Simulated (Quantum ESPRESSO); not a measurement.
# Magnetic state of MnSO4 from several starts, part 2 of 2

Aim: find out which collinear order of MnSO4 costs least.

Quantum ESPRESSO 7.5; PBEsol; plane waves with GBRV 1.5 PBEsol potentials, no spin-orbit coupling.

So far, absolute magnetization (μB): step 2 (run 1 (ferro ++)) 10.0.

**3. Run 2, typed as antiferro +−**

Input file pw.in:

```
&CONTROL
  calculation = 'scf'
  prefix = 'pwscf'
  outdir = './tmp'
  pseudo_dir = './pseudo'
  disk_io = 'nowf'
/
&SYSTEM
  ibrav = 0
  celldm(1) = 8
  nat = 12
  ntyp = 4
  ecutwfc = 40
  ecutrho = 280
  nbnd = 60
  occupations = 'smearing'
  smearing = 'fd'
  degauss = 0.00367493
  nspin = 2
  starting_magnetization(1) = 0.3
  starting_magnetization(2) = -0.3
  starting_magnetization(3) = 0
  starting_magnetization(4) = 0
/
&ELECTRONS
  conv_thr = 2.4d-08
  electron_maxstep = 150
  mixing_beta = 0.3
/
ATOMIC_SPECIES
Mn1    54.9380 mn_pbesol_v1.5.uspp.F.UPF
Mn2    54.9380 mn_pbesol_v1.5.uspp.F.UPF
S      32.0600 s_pbesol_v1.4.uspp.F.UPF
O      15.9990 o_pbesol_v1.2.uspp.F.UPF
CELL_PARAMETERS alat
   0.6220742186502   -0.9502960249212    0.0000000000000
   0.6220742186502    0.9502960249212    0.0000000000000
   0.0000000000000    0.0000000000000    1.6176055626797
ATOMIC_POSITIONS crystal
Mn1     0.0000000000    0.0000000000    0.0000000000
Mn2     0.0000000000    0.0000000000    0.5000000000
S       0.6500000000    0.3500000000    0.2500000000
S       0.3500000000    0.6500000000    0.7500000000
O       0.7500000000    0.2500000000    0.0580000000
O       0.2500000000    0.7500000000    0.5580000000
O       0.2500000000    0.7500000000    0.9420000000
O       0.7500000000    0.2500000000    0.4420000000
O       0.7810000000    0.7190000000    0.2500000000
O       0.2190000000    0.2810000000    0.7500000000
O       0.7190000000    0.7810000000    0.7500000000
O       0.2810000000    0.2190000000    0.2500000000
K_POINTS automatic
4 4 4 0 0 0
```

Started as:

```
OMP_NUM_THREADS=1 mpirun -n 4 pw.x -nk 4 -in pw.in > pw.out
```

Log:

```text
[banner, memory and clock lines left out]
Program PWSCF v.7.5 starts

     Message from routine setup:
     using ibrav=0 with symmetry is DISCOURAGED, use correct ibrav instead

     bravais-lattice index     =            0
     lattice parameter (alat)  =       8.0000  a.u.
     unit-cell volume          =     979.2052 (a.u.)^3
     number of atoms/cell      =           12
     number of atomic types    =            4
     number of electrons       =        90.00
     number of Kohn-Sham states=           60
     kinetic-energy cutoff     =      40.0000  Ry
     charge density cutoff     =     280.0000  Ry
     scf convergence threshold =      2.4E-08
     mixing beta               =       0.3000
     number of iterations used =            8  plain     mixing
     Exchange-correlation= SLA  PW   PSX  PSC
                           (   1   4  10   8   0   0   0)

     celldm(1)=   8.000000  celldm(2)=   0.000000  celldm(3)=   0.000000
     celldm(4)=   0.000000  celldm(5)=   0.000000  celldm(6)=   0.000000

     crystal axes: (cart. coord. in units of alat)
               a(1) = (   0.622074  -0.950296   0.000000 )
               a(2) = (   0.622074   0.950296   0.000000 )
               a(3) = (   0.000000   0.000000   1.617606 )

     reciprocal axes: (cart. coord. in units 2 pi/alat)
               b(1) = (  0.803763 -0.526152  0.000000 )
               b(2) = (  0.803763  0.526152 -0.000000 )
               b(3) = ( -0.000000  0.000000  0.618198 )

     PseudoPot. # 1 for Mn read from file:
     mn_pbesol_v1.5.uspp.F.UPF
     Pseudo is Ultrasoft + core correction, Zval = 15.0

     PseudoPot. # 2 for Mn read from file:
     mn_pbesol_v1.5.uspp.F.UPF
     Pseudo is Ultrasoft + core correction, Zval = 15.0

     PseudoPot. # 3 for S  read from file:
     s_pbesol_v1.4.uspp.F.UPF
     Pseudo is Ultrasoft + core correction, Zval =  6.0

     PseudoPot. # 4 for O  read from file:
     o_pbesol_v1.2.uspp.F.UPF
     Pseudo is Ultrasoft + core correction, Zval =  6.0

     atomic species   valence    mass     pseudopotential
     Mn1              15.00    54.93800     Mn( 1.00)
     Mn2              15.00    54.93800     Mn( 1.00)
     S                 6.00    32.06000     S ( 1.00)
     O                 6.00    15.99900     O ( 1.00)

     Starting magnetic structure
     atomic species   magnetization
     Mn1             0.300
     Mn2            -0.300
     S               0.000
     O               0.000

      4 Sym. Ops., with inversion, found

   Cartesian axes

     site n.     atom                  positions (alat units)
         1        Mn1    tau(   1) = (   0.0000000   0.0000000   0.0000000  )
         2        Mn2    tau(   2) = (   0.0000000   0.0000000   0.8088028  )
         3        S      tau(   3) = (   0.6220742  -0.2850888   0.4044014  )
         4        S      tau(   4) = (   0.6220742   0.2850888   1.2132042  )
         5        O      tau(   5) = (   0.6220742  -0.4751480   0.0938211  )
         6        O      tau(   6) = (   0.6220742   0.4751480   0.9026239  )
         7        O      tau(   7) = (   0.6220742   0.4751480   1.5237844  )
         8        O      tau(   8) = (   0.6220742  -0.4751480   0.7149817  )
         9        O      tau(   9) = (   0.9331113  -0.0589184   0.4044014  )
        10        O      tau(  10) = (   0.3110371   0.0589184   1.2132042  )
        11        O      tau(  11) = (   0.9331113   0.0589184   1.2132042  )
        12        O      tau(  12) = (   0.3110371  -0.0589184   0.4044014  )

     number of k points=    24  Fermi-Dirac smearing, width (Ry)=  0.0037
                       cart. coord. in units 2pi/alat
        k(    1) = (   0.0000000   0.0000000   0.0000000), wk =   0.0156250
        k(    2) = (   0.0000000   0.0000000   0.1545494), wk =   0.0312500
        k(    3) = (   0.0000000   0.0000000  -0.3090988), wk =   0.0156250
        k(    4) = (   0.2009407   0.1315380   0.0000000), wk =   0.0625000
        k(    5) = (   0.2009407   0.1315380   0.1545494), wk =   0.0625000
        [... 19 further k-points ...]

     Dense  grid:    77459 G-vectors     FFT dimensions: (  50,  50,  72)

     Smooth grid:    33479 G-vectors     FFT dimensions: (  40,  40,  54)

     Check: negative core charge=   -0.000024
     Generating pointlists ...
     new r_m :   0.1998 (alat units)  1.5983 (a.u.) for type    1
     new r_m :   0.1998 (alat units)  1.5983 (a.u.) for type    2
     new r_m :   0.1502 (alat units)  1.2016 (a.u.) for type    3
     new r_m :   0.1502 (alat units)  1.2016 (a.u.) for type    4

     Initial potential from superposition of free atoms

     starting charge      88.9998, renormalised to      90.0000
     Starting wfcs are   66 randomized atomic wfcs

     Self-consistent Calculation

     iteration #  1     ecut=    40.00 Ry     beta= 0.30
     Davidson diagonalization with overlap
     ethr =  1.00E-02,  avg # of iterations =  3.2

     total energy              =    -727.58143234 Ry
     estimated scf accuracy    <       2.44383278 Ry

     total magnetization       =     0.00 Bohr mag/cell
     absolute magnetization    =     9.57 Bohr mag/cell

     iteration #  2     ecut=    40.00 Ry     beta= 0.30
     Davidson diagonalization with overlap
     ethr =  2.72E-03,  avg # of iterations =  2.0

     total energy              =    -728.00100520 Ry
     estimated scf accuracy    <       0.10217899 Ry

     total magnetization       =     0.00 Bohr mag/cell
     absolute magnetization    =     9.44 Bohr mag/cell

     [... further iterations left out ...]

     iteration # 10     ecut=    40.00 Ry     beta= 0.30
     Davidson diagonalization with overlap
     ethr =  6.09E-10,  avg # of iterations =  2.2

     negative rho (up, down):  6.043E-04 6.043E-04

     total energy              =    -728.02375833 Ry
     estimated scf accuracy    <       0.00000006 Ry

     total magnetization       =     0.00 Bohr mag/cell
     absolute magnetization    =     9.50 Bohr mag/cell

     iteration # 11     ecut=    40.00 Ry     beta= 0.30
     Davidson diagonalization with overlap
     ethr =  6.73E-11,  avg # of iterations =  3.5

     negative rho (up, down):  6.039E-04 6.039E-04

     Magnetic moment per site  (integrated on atomic sphere of radius R)
     atom   1 (R=0.200)  charge= 12.2283  magn=  3.9926
     atom   2 (R=0.200)  charge= 12.2283  magn= -3.9926
     atom   3 (R=0.150)  charge=  1.3722  magn= -0.0000
     atom   4 (R=0.150)  charge=  1.3722  magn= -0.0000
     atom   5 (R=0.150)  charge=  4.2161  magn=  0.0097
     atom   6 (R=0.150)  charge=  4.2161  magn= -0.0097
     atom   7 (R=0.150)  charge=  4.2161  magn=  0.0097
     atom   8 (R=0.150)  charge=  4.2161  magn= -0.0097
     atom   9 (R=0.150)  charge=  4.1862  magn=  0.0000
     atom  10 (R=0.150)  charge=  4.1862  magn=  0.0000
     atom  11 (R=0.150)  charge=  4.1862  magn=  0.0000
     atom  12 (R=0.150)  charge=  4.1862  magn=  0.0000

     End of self-consistent calculation

     [... lines left out ...]
     the Fermi energy is     7.9523 ev

!    total energy              =    -728.02375856 Ry
     estimated scf accuracy    <          4.4E-09 Ry
     smearing contrib. (-TS)   =      -0.00000000 Ry
     internal energy E=F+TS    =    -728.02375856 Ry

     The total energy is F=E-TS. E is the sum of the following terms:
     one-electron contribution =    -416.64629951 Ry
     hartree contribution      =     249.88099661 Ry
     xc contribution           =    -127.45443663 Ry
     ewald contribution        =    -433.80401903 Ry

     total magnetization       =    -0.00 Bohr mag/cell
     absolute magnetization    =     9.50 Bohr mag/cell

     convergence has been achieved in  11 iterations
```

The job ended after 46 s (4 MPI ranks of AMD EPYC 9R14 (Zen 4), shared host; peak memory 1 GiB).

Spin moment in the atom's sphere by atom:

| atom | spin moment in the atom's sphere (μB) |
| --- | --- |
| Mn1 | 3.99 |
| Mn2 | -3.99 |
| S3 | 0.00 |
| S4 | 0.00 |
| O5 | 0.01 |
| O6 | -0.01 |
| O7 | 0.01 |
| O8 | -0.01 |
| O9 | 0.00 |
| O10 | 0.00 |
| O11 | 0.00 |
| O12 | 0.00 |

Read from the output:

* smearing term TS: 1.55e-8 eV
* magnetization: 0 μB
* absolute magnetization: 9.505 μB
* final state: antiferromagnetic

Spin density in the bc plane of the conventional cell at fractional x = 0.000, with atoms of Mn and S and O within 0.2 Å of it.

Values in e/Å³, 10 rows by 16 columns, each cell a mean:
```
 3.0  0.6  0.0  0.0  0.0  0.0  0.0  0.0  0.0  0.0  0.0  0.0  0.0  0.0  0.2  2.1
 0.1  0.1  0.0  0.0  0.0  0.0  0.0  0.0  0.0  0.0  0.0  0.0  0.0  0.0  0.0  0.1
 0.0  0.0  0.0  0.0  0.0  0.0  0.0  0.0  0.0  0.0  0.0  0.0  0.0  0.0  0.0  0.0
-0.3 -0.1  0.0  0.0  0.0  0.0  0.0  0.0  0.0  0.0  0.0  0.0  0.0  0.0 -0.1 -0.2
-4.3 -0.8 -0.1  0.0  0.0  0.0  0.0  0.0  0.0  0.0  0.0  0.0  0.0  0.0 -0.3 -3.1
-3.0 -0.5  0.0  0.0  0.0  0.0  0.0  0.0  0.0  0.0  0.0  0.0  0.0  0.0 -0.2 -2.1
-0.1 -0.1  0.0  0.0  0.0  0.0  0.0  0.0  0.0  0.0  0.0  0.0  0.0  0.0  0.0 -0.1
 0.0  0.0  0.0  0.0  0.0  0.0  0.0  0.0  0.0  0.0  0.0  0.0  0.0  0.0  0.0  0.0
 0.3  0.1  0.0  0.0  0.0  0.0  0.0  0.0  0.0  0.0  0.0  0.0  0.0  0.0  0.1  0.2
 4.3  0.7  0.0  0.0  0.0  0.0  0.0  0.0  0.0  0.0  0.0  0.0  0.0  0.0  0.3  3.1
```
Columns run along b (8.0 Å), rows up along c (6.8 Å), edges of the conventional cell, whose origin can differ from the input's. Atoms in or near the plane, at fractional coordinates: Mn at (0.00, 0.00), Mn at (0.00, 0.50), S at (0.35, 0.25), S at (0.65, 0.75), O at (0.25, 0.06), O at (0.75, 0.56), O at (0.75, 0.94), O at (0.25, 0.44).

Valence density in the bc plane of the conventional cell at fractional x = 0.000, with atoms of Mn and S and O within 0.2 Å of it. It is the smooth field of the valence electrons, not physical close to the nuclei.

Ten steps, logarithmic in the rise over the least value, from '_' (0 e/Å³) to '@' (15 e/Å³), each cell a mean:
```
@@%%--::--====::..________..--**%%##++--**@@
**==::........__________..::==**####==::--++
::....________________..::--==++++++--....::
....________________..::------====--..____..
....________________..::--------==::..______
....__________________..----==++==--::..__..
--::..________________..::--==++****==::::--
%%**::..::::::..__________::==**%%##++--==##
@@%%==--==**++--..________..--**####==--**@@
@@%%====**%%##++::__________..--====::::**@@
**==::--**####++--..__________..........--**
::....::==++++++==--..__________________..::
..____..::--====----::..________________....
..______..--==----==--..________________....
....__..::==++==----::..________________....
--::..--++****++--::..________________..::--
%%**--==**%%##++::..________..::::::....==##
@@%%==--**####==::__________::==**++----**@@
```
Columns run along b (8.0 Å), rows up along c (6.8 Å), edges of the conventional cell, whose origin can differ from the input's. Atoms in or near the plane, at fractional coordinates: Mn at (0.00, 0.00), Mn at (0.00, 0.50), S at (0.35, 0.25), S at (0.65, 0.75), O at (0.25, 0.06), O at (0.75, 0.56), O at (0.75, 0.94), O at (0.25, 0.44).

**4. Energies of the orders**

An order is kept where moments of 0.15 μB or more survive with the typed signs; meshes match where a doubled cell samples the same k points as the first cell.

Orders:

| start | final state | typed order kept | energy over the lowest (meV a seeded atom) | largest site moment (μB) | net moment (μB a cell of the first run) | mesh matched | CPU time (s) |
| --- | --- | --- | --- | --- | --- | --- | --- |
| ferro ++ | ferromagnetic | yes | 40.68 | 4.023 | 10 | yes | 170.4 |
| antiferro +- | antiferromagnetic | yes | 0 | 3.993 | 0 | yes | 181 |

**5. What came out**

| Quantity | Value |
| --- | --- |
| lowest state found | antiferromagnetic (from antiferro +-) |
| largest site moment | 3.99 μB |
| next state with moments | ferromagnetic, 40.7 meV a seeded atom higher |

What this shows: This is the lowest of 2 collinear or spinless starts, no proof of the ground state. No Hubbard term acts here. In such compounds local and semilocal functionals without one often delocalise the d electrons, and can shrink or lose moments and miss the size, sign and order of the couplings.

[Logs and program files are shortened in this print: banners, set-up blocks, solver, clock and traceback lines can be left out without a mark of their own.]

[Logs are printed without paths, hosts, clocks, repeated set-up lines and the standing remarks that a program may print on its own settings, such as how far it seeks lower states.]

[Hosts, paths, dates, database ids (printed as entryN), source tags and the programs' standing remarks are cut or masked in the printed files.]

[Where a cell is said to come from a database of computed structures, the database is the Materials Project.]
